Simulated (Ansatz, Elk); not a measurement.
**Bonding as seen by X-rays: Be5Ge2**

Structure refinements treat a crystal as free atoms side by side. For a made-up structure of Be5Ge2 (cell and positions from a r2SCAN relaxation) the runs below show what the calculated density changes in F(hkl).

Method: DFT, PBE, all-electron APW+lo, Dirac cores, scalar-relativistic bands, static density, no spin, in Elk 11.2.3 (patched build).

The structure was built from a prototype and need not be the compound's stable phase.

### Step 1. Set-up

The structure is trigonal, space group R3m (No. 160). The conventional cell has a = 3.957 Å, b = 3.957 Å, c = 17.761 Å, α = 90.00°, β = 90.00°, γ = 120.00°. Nearest to Ge lie 7 Be at 2.32 to 2.43 Å. Ge has 5 Be at 2.29 to 2.44 Å nearest. Nearest to Be lie 4 Be at 2.24 to 2.35 Å and 4 Ge at 2.32 to 2.44 Å. Nearest to Be lie 4 Be at 2.25 to 2.46 Å and 4 Ge at 2.29 to 2.33 Å. Nearest to Be lie 4 Be at 2.20 to 2.47 Å and 4 Ge at 2.33 to 2.43 Å. Nearest to Be lie 7 Be at 2.25 to 2.47 Å. Farther neighbours are not listed.

### Step 2. Ground state and structure factors

An all-electron density is needed, since X-rays see the cores too. Task 0 finds the density and task 195 Fourier-transforms it; tshift is off so that phases refer to the origin typed.

elk.in

```
tasks
  0
  195

xctype
  20

spinpol
  .false.

rgkmax
  7.0

gmaxvr
  14.0

lmaxo
  7

lmaxapw
  8

swidth
  0.002

tshift
  .false.

ramdisk
  .false.

hmaxvr
  5.5

maxscl
  120

epspot
  1e-06

sppath
  './'

avec
  3.73891302732 2.15866244310 11.18768654860
  -3.73891302732 2.15866244310 11.18768654860
  0.00000000000 -4.31732488530 11.18768654877

atoms
  2
  'Ge.in'
  2
  0.5081522340 0.5081522340 0.5081522340   0.000000 0.000000 0.000000
  0.9964991500 0.9964991500 0.9964991500   0.000000 0.000000 0.000000
  'Be.in'
  5
  0.3774919116 0.3774919116 0.3774919116   0.000000 0.000000 0.000000
  0.8675961480 0.8675961480 0.8675961480   0.000000 0.000000 0.000000
  0.1274729901 0.1274729901 0.1274729901   0.000000 0.000000 0.000000
  0.7409847846 0.7409847846 0.7409847846   0.000000 0.000000 0.000000
  0.2515694947 0.2515694947 0.2515694947   0.000000 0.000000 0.000000

ngridk
  7 7 7
```

Launch:

```bash
OMP_NUM_THREADS=4 elk
```

Numbers of over 12 decimals in the logs are rounded to 6 here.

The program printed:

```text
┌─────────────────────────┐
│ Elk code version 11.2.3 │
└─────────────────────────┘

All units are atomic (Hartree, Bohr, etc.)

┌─────────────────────────────────────────────────┐
│ Ground-state run starting from atomic densities │
└─────────────────────────────────────────────────┘

Lattice vectors :
   3.738913027       2.158662443       11.18768655
  -3.738913027       2.158662443       11.18768655
   0.000000000      -4.317324885       11.18768655

Reciprocal lattice vectors :
  0.8402422390      0.4851140829      0.1872053792
 -0.8402422390      0.4851140829      0.1872053792
  0.1973965850E-16 -0.9702281658      0.1872053792

Unit cell volume      :    541.7783409
Brillouin zone volume :   0.4578444628

Muffin-tin inner radius fraction :   0.1000000000E-01

Nuclei treated as point charges

Species : 1 (Ge)
 parameters loaded from : Ge.in
 name : germanium
 nuclear charge    :   -32.00000000
 electronic charge :    32.00000000
 atomic mass :    132414.6196
 muffin-tin radius :    2.400000000
 number of radial points in muffin-tin :    993
 inner part over the whole radius :   0.9906635991E-02
 number on inner part of muffin-tin    :    702
 approximate nuclear radius :   0.7637961215E-04
 number of mesh points to nuclear radius :    340
 atomic positions (lattice), magnetic fields (Cartesian) :
  1 :   0.50815223  0.50815223  0.50815223    0.00000000  0.00000000  0.00000000
  2 :   0.99649915  0.99649915  0.99649915    0.00000000  0.00000000  0.00000000

Species : 2 (Be)
 parameters loaded from : Be.in
 name : beryllium
 nuclear charge    :   -4.000000000
 electronic charge :    4.000000000
 atomic mass :    16428.20280
 muffin-tin radius :    1.800000000
 number of radial points in muffin-tin :    593
 inner part over the whole radius :   0.9826427374E-02
 number on inner part of muffin-tin    :    403
 approximate nuclear radius :   0.4290726161E-04
 number of mesh points to nuclear radius :    156
 atomic positions (lattice), magnetic fields (Cartesian) :
  1 :   0.37749191  0.37749191  0.37749191    0.00000000  0.00000000  0.00000000
  2 :   0.86759615  0.86759615  0.86759615    0.00000000  0.00000000  0.00000000
  3 :   0.12747299  0.12747299  0.12747299    0.00000000  0.00000000  0.00000000
  4 :   0.74098478  0.74098478  0.74098478    0.00000000  0.00000000  0.00000000
  5 :   0.25156949  0.25156949  0.25156949    0.00000000  0.00000000  0.00000000

Total number of atoms per unit cell :    7
Total muffin-tin volume :    237.9567940
 ratio of muffin-tin to unit cell volume :   0.4392142985

Spin treatment :
 spin-unpolarised

Number of Bravais lattice symmetries :   12
Number of crystal symmetries         :    6
Crystal has no inversion symmetry
Complex Hermitian eigensolver will be used

k-point grid :      7     7     7
k-point offset :    0.000000000       0.000000000       0.000000000
k-point set is reduced with full crystal symmetry group
Total number of k-points :       84

Muffin-tin radius times maximum |G+k| :    7.000000000
 using average radius
Maximum |G+k| for APW functions       :    3.550724638
Maximum (1/2)|G+k|²                   :    6.303822726
Maximum |G| for potential and density :    14.00000000
Constant for pseudocharge density :    8
 order of it for each species :   15  15
 order of it for pair densities of each species (exact exchange by exxq0 0: 16) :   14   7
Radial integration step length :    1

G-vector grid sizes :     54    54    54
Number of G-vectors :    25135

Maximum angular momentum used for
 APW functions            :    8
 outer part of muffin-tin :    7
 inner part of muffin-tin :    2

Total nuclear charge    :   -84.00000000
Total core charge       :    46.00000000
Total valence charge    :    38.00000000
Total excess charge     :    0.000000000
Total electronic charge :    84.00000000

Effective Wigner radius, rₛ :    1.154740987

Number of empty states         :     28
Total number of valence states :     48
Total number of core states    :     46

[...]
xc potential                :     -222.80370531447
 exchange                    :     -170.06132712906
 correlation                 :     -3.829077
 electron entropic           :    -0.73090221194491E-03
 total energy                :     -4274.1679487153

Density of states at Fermi energy :    55.96016148
 (states/Hartree/unit cell)

Estimated indirect band gap :   0.2214736941E-02
 from k-point 79 to k-point 53
Estimated direct band gap   :   0.1048271278E-01
 at k-point 13

Charges :
 core                        :    46.00000000
 valence                     :    38.00000000
 interstitial                :    8.874834011
 muffin-tins (core leakage)
  species : 1 (Ge)
[...]
species : 2 (Be)
[...]
total in muffin-tins        :    75.12516599
 total calculated charge     :    83.99342316
 total charge                :    84.00000000
 error                       :   0.6576838102E-02

RMS change in Kohn-Sham potential (target) :    6.755427226     (  0.1000000000E-05)
Absolute change in total energy (target)   :    1.482091679     (  0.1000000000E-03)

[... loops 3 to 16 left out ...]

┌──────────────────┐
│ Loop number : 17 │
└──────────────────┘

Energies :
 Fermi                       :     0.275743
 sum of occupied eigenvalues :     -2446.4942379449
 electron kinetic            :      4360.1977637029
 core electron kinetic       :      4039.6821240562
 Coulomb                     :     -8458.0789666394
 Coulomb potential           :     -6580.5658967999
 nuclear-nuclear             :     -536.99319792345
 electron-nuclear            :     -9271.3309204746
 Hartree                     :      1350.2451517586
 Madelung                    :     -5167.7960182395
 xc potential                :     -226.12610484795
 exchange                    :     -170.21714542989
 correlation                 :     -3.830336
 electron entropic           :    -0.80162726235020E-03
 total energy                :     -4271.9294857935

Density of states at Fermi energy :    63.15012547
 (states/Hartree/unit cell)

Estimated indirect band gap :   0.1118728031E-02
 from k-point 13 to k-point 27
Estimated direct band gap   :   0.2219252451E-02
 at k-point 13

Charges :
 core                        :    46.00000000
 valence                     :    38.00000000
 interstitial                :    8.753623447
 muffin-tins (core leakage)
  species : 1 (Ge)
[...]
species : 2 (Be)
[...]
total in muffin-tins        :    75.24637655
 total calculated charge     :    83.99354581
 total charge                :    84.00000000
 error                       :   0.6454193702E-02

RMS change in Kohn-Sham potential (target) :   0.9271818695E-06 (  0.1000000000E-05)
Absolute change in total energy (target)   :   0.3354481123E-05 (  0.1000000000E-03)

Convergence targets achieved

┌──────────────────┐
│ Loop number : 18 │
└──────────────────┘

Energies :
 Fermi                       :     0.275743
 sum of occupied eigenvalues :     -2446.4942385540
 electron kinetic            :      4360.1977639196
 core electron kinetic       :      4039.6821240062
 Coulomb                     :     -8458.0789673278
 Coulomb potential           :     -6580.5658965460
 nuclear-nuclear             :     -536.99319792345
 electron-nuclear            :     -9271.3309220943
 Hartree                     :      1350.2451526899
 Madelung                    :     -5167.7960190548
 xc potential                :     -226.12610592760
 exchange                    :     -170.21714547117
 correlation                 :     -3.830336
 electron entropic           :    -0.80162727664577E-03
 total energy                :     -4271.9294863072

Density of states at Fermi energy :    63.15012746
 (states/Hartree/unit cell)

Estimated indirect band gap :   0.1118727840E-02
 from k-point 13 to k-point 27
Estimated direct band gap   :   0.2219252124E-02
 at k-point 13

Charges :
 core                        :    46.00000000
 valence                     :    38.00000000
 interstitial                :    8.753623440
 muffin-tins (core leakage)
  species : 1 (Ge)
[...]
species : 2 (Be)
[...]
atom 3                    :    2.748446262     (  0.1127011866E-02)
   atom 4                    :    2.733779214     (  0.1127445077E-02)
   atom 5                    :    2.717726154     (  0.1121268832E-02)
 total in muffin-tins        :    75.24637656
 total calculated charge     :    83.99354581
 total charge                :    84.00000000
 error                       :   0.6454193660E-02

┌──────────────────────────────┐
│ Self-consistent loop stopped │
└──────────────────────────────┘

Warning : core states of species 1 leak from the muffin-tin :   0.3430159816E-03

Warning : core states of species 2 leak from the muffin-tin :   0.1152320552E-02

Wrote STATE.OUT
```

Run time: 51 s. Hardware: 4 threads of AMD EPYC 9B45 (Zen 5), shared host; peak memory 0.24 GiB.

SFACRHO.OUT:

```text

h k l indices transformed by vhmat matrix:
   1.000000000       0.000000000       0.000000000    
   0.000000000       1.000000000       0.000000000    
   0.000000000       0.000000000       1.000000000    

      h      k      l  multipl.   |H|            Re(F)            Im(F)           |F|

      0      0      0      1   0.0000000       83.999998      0.15754379E-15   83.999998    
      1      1      1      1  0.56161614      -2.0083660      -3.8949635       4.3822682    
     -1     -1     -1      1  0.56161614      -2.0083660       3.8949635       4.3822682    
     -1      0      0      3  0.98812375       1.5771827      0.23096167       1.5940040    
      0      1      0      3  0.98812375       1.5771827     -0.23096167       1.5940040    
     -1     -1      0      3   1.0399645       49.177744      0.82172184       49.184609    
      1      0      1      3   1.0399645       49.177744     -0.82172184       49.184609    
     -2     -2     -2      1   1.1232323       48.181744      -7.6657765       48.787751    
      2      2      2      1   1.1232323       48.181744       7.6657765       48.787751    
      2      1      1      3   1.2255922       49.411725       2.7432516       49.487816    
     -1     -2     -1      3   1.2255922       49.411725      -2.7432516       49.487816    
      1      2      2      3   1.3481428     -0.83765322      -10.372009       10.405779    
     -1     -2     -2      3   1.3481428     -0.83765322       10.372009       10.405779    
     -2     -3     -2      3   1.6305182       3.9271607       13.867562       14.412906    
      2      2      3      3   1.6305182       3.9271607      -13.867562       14.412906    
      0     -1      1      6   1.6804845       56.313949     -0.91335994E-12   56.313949    
     -3     -3     -3      1   1.6848484       1.2121099       14.178262       14.229980    
      3      3      3      1   1.6848484       1.2121099      -14.178262       14.229980
```

Elk indexes on the primitive cell of elk.in and gives |H| = 4π sin θ/λ in inverse bohr. Below, one row stands for each form hkl of the conventional cell (m members, Friedel mates merged), F is for one primitive cell and the density is static (no thermal factor). Free-atom factors are Waasmaier and Kirfel's, and R is Σm||F|−|F'||/Σm|F|.

```csv
hkl,m,sin θ/λ (Å⁻¹),"abs F, DFT",neutral atoms,diff.,abs of complex diff.
003,2,0.085,4.382,4.418,-0.036,0.152
101,6,0.149,1.594,1.517,+0.077,0.148
012,6,0.156,49.185,49.295,-0.111,0.269
006,2,0.169,48.788,48.743,+0.045,0.271
104,6,0.184,49.488,49.539,-0.052,0.052
015,6,0.203,10.406,10.340,+0.066,0.067
107,6,0.245,14.413,14.565,-0.152,0.160
110,6,0.253,56.314,56.514,-0.200,0.200
009,2,0.253,14.230,14.183,+0.047,0.067
113,12,0.266,3.806,3.800,+0.006,0.006
018,6,0.268,52.340,52.796,-0.455,0.456
021,6,0.293,1.129,1.131,-0.002,0.009
202,6,0.297,40.572,40.804,-0.231,0.231
116,12,0.304,40.172,40.441,-0.269,0.278
024,6,0.313,41.038,41.328,-0.290,0.297
1 0 10,6,0.317,36.251,36.478,-0.227,0.240
205,6,0.324,8.565,8.643,-0.078,0.085
0 0 12,2,0.338,35.921,36.144,-0.223,0.231
```

### Step 3. The highest occupied states alone

An energy window below the Fermi level keeps the highest occupied states, to see at which angles they scatter; shallow core shells can lie inside it and anion s states outside. No new self-consistency is needed.

Edit elk.in of step 2 so:

```diff
@@ -1,3 +1,2 @@
 tasks
-  0
   195
@@ -40,2 +39,5 @@
 
+wsfac
+  -0.275500 0.575740
+
 sppath
```

Launch:

```bash
OMP_NUM_THREADS=4 elk
```

The program printed:

```text
┌─────────────────────────────────┐
│ Elk code version 11.2.3 started │
└─────────────────────────────────┘

Info(readinput): the functional depends on the density's gradient
 muffin-tin radial points multiplied by    2.00000
 (not where nrmtscf is given)

┌────────────────────┐
│ Current task : 195 │
└────────────────────┘

Info(sfacrho): density structure factors written to SFACRHO.OUT

 Energy window :  -0.2755000000      0.5757400000

┌──────────────────┐
│ Elk code stopped │
└──────────────────┘
```

Wall time 3.6 s (4 threads); peak memory 0.24 GiB.

States within 15 eV below the Fermi level hold 18.00 electrons; any levels below the window count with the cores. Their amplitudes can exceed the total, where window and core parts have opposite phase:

```csv
hkl,sin θ/λ (Å⁻¹),"abs F, window","abs F, all"
003,0.085,1.091,4.382
101,0.149,0.569,1.594
012,0.156,1.285,49.185
006,0.169,1.467,48.788
104,0.184,1.064,49.488
015,0.203,0.367,10.406
107,0.245,0.024,14.413
110,0.253,0.246,56.314
009,0.253,0.146,14.230
113,0.266,0.031,3.806
```

### Step 4. Another functional

The difference from free atoms is small, so it is set against the change that PBEsol makes.

Edit elk.in of step 3 so:

```diff
@@ -1,2 +1,3 @@
 tasks
+  0
   195
@@ -4,3 +5,3 @@
 xctype
-  20
+  22
 
@@ -39,5 +40,2 @@
 
-wsfac
-  -0.275500 0.575740
-
 sppath
```

Launch:

```bash
OMP_NUM_THREADS=4 elk
```

The program printed:

```text
┌─────────────────────────┐
│ Elk code version 11.2.3 │
└─────────────────────────┘

All units are atomic (Hartree, Bohr, etc.)

┌─────────────────────────────────────────────────┐
│ Ground-state run starting from atomic densities │
└─────────────────────────────────────────────────┘

Lattice vectors :
   3.738913027       2.158662443       11.18768655
  -3.738913027       2.158662443       11.18768655
   0.000000000      -4.317324885       11.18768655

Reciprocal lattice vectors :
  0.8402422390      0.4851140829      0.1872053792
[...]
species : 2 (Be)
[...]
atom 4                    :    2.729723182     (  0.1171172459E-02)
   atom 5                    :    2.712885089     (  0.1164309358E-02)
 total in muffin-tins        :    75.25106187
 total calculated charge     :    83.99331086
 total charge                :    84.00000000
 error                       :   0.6689142243E-02

┌──────────────────────────────┐
│ Self-consistent loop stopped │
└──────────────────────────────┘

Warning : core states of species 1 leak from the muffin-tin :   0.3484027432E-03

Warning : core states of species 2 leak from the muffin-tin :   0.1198890489E-02

Wrote STATE.OUT
[key lines of the parts left out:]
total energy                :     -4268.4475119035
```

Run time: 51 s. Hardware: 4 threads; peak memory 0.24 GiB.

Against the first run R = 0.04 %; the largest change is -0.030 at 300.

### Step 5. Basis size

The basis and the expansions that go with it are enlarged, to see whether the differences are converged.

Edit elk.in of step 4 so:

```diff
@@ -5,3 +5,3 @@
 xctype
-  22
+  20
 
@@ -11,12 +11,12 @@
 rgkmax
-  7.0
+  8.5
 
 gmaxvr
-  14.0
+  18.0
 
 lmaxo
-  7
+  9
 
 lmaxapw
-  8
+  10
```

Launch:

```bash
OMP_NUM_THREADS=4 elk
```

The program printed:

```text
┌─────────────────────────┐
│ Elk code version 11.2.3 │
└─────────────────────────┘

All units are atomic (Hartree, Bohr, etc.)

┌─────────────────────────────────────────────────┐
│ Ground-state run starting from atomic densities │
└─────────────────────────────────────────────────┘

Lattice vectors :
   3.738913027       2.158662443       11.18768655
  -3.738913027       2.158662443       11.18768655
   0.000000000      -4.317324885       11.18768655

Reciprocal lattice vectors :
  0.8402422390      0.4851140829      0.1872053792
[...]
species : 2 (Be)
[...]
atom 4                    :    2.734126828     (  0.1127547320E-02)
   atom 5                    :    2.718073618     (  0.1121379235E-02)
 total in muffin-tins        :    75.24886643
 total calculated charge     :    83.99365053
 total charge                :    84.00000000
 error                       :   0.6349472985E-02

┌──────────────────────────────┐
│ Self-consistent loop stopped │
└──────────────────────────────┘

Warning : core states of species 1 leak from the muffin-tin :   0.3429847599E-03

Warning : core states of species 2 leak from the muffin-tin :   0.1152402547E-02

Wrote STATE.OUT
[key lines of the parts left out:]
total energy                :     -4271.9306809953
```

The job ended after 2.6 min (4 threads; peak memory 0.42 GiB).

Against the first run R = 0.00 %; the largest change is -0.002 at 048.

### Step 6. Settings against the effect

```csv
run,R against the first run (%),"R against neutral atoms, low angle (%)",wall time
"PBE, rgkmax 7",0.00,0.46,51 s
PBEsol,0.04,0.47,51 s
rgkmax 8.5 with larger expansions,0.00,0.46,2.6 min
```

### Step 7. Outcome

```
R against neutral atoms, sin θ/λ < 0.3 Å⁻¹ : 0.46 %
R against neutral atoms, 0.3 to 0.78 Å⁻¹   : 0.26 %
```

Independent neutral atoms miss the calculated amplitudes by R = 0.46 % below 0.3 Å⁻¹ and 0.26 % from there to 0.78 Å⁻¹; by shells, 2.90 % below 0.15 Å⁻¹ (2 forms), 0.43 % 0.15 to 0.3 (11 forms), 0.34 % 0.3 to 0.45 (24 forms), 0.24 % above 0.45 (112 forms). Bonding, aspherical density and the tables' own atoms all enter these figures, and the runs don't part them. The largest change of an amplitude is -0.46 electrons, at 018. R counts amplitudes alone; phases shift too. The window's part falls from 18.0 electrons at the origin to at most 0.23 between 0.45 and 0.78 Å⁻¹. Below 0.3 Å⁻¹ the changes that finished (PBEsol and rgkmax 8.5 with larger expansions) move F by R = 0.03 % at most, against the 0.46 % that separates it from free atoms. The k-mesh has no finished test. Part of the difference isn't bonding: the tables are fits to free atoms and ions calculated by other methods than this functional. Thermal motion, anomalous dispersion and extinction are left out.

[Logs are printed without paths, hosts, clocks, repeated set-up lines and the standing remarks that a program may print on its own settings, such as how far it seeks lower states.]

[Hosts, paths, dates, database ids (printed as entryN), source tags and the programs' standing remarks are cut or masked in the printed files.]
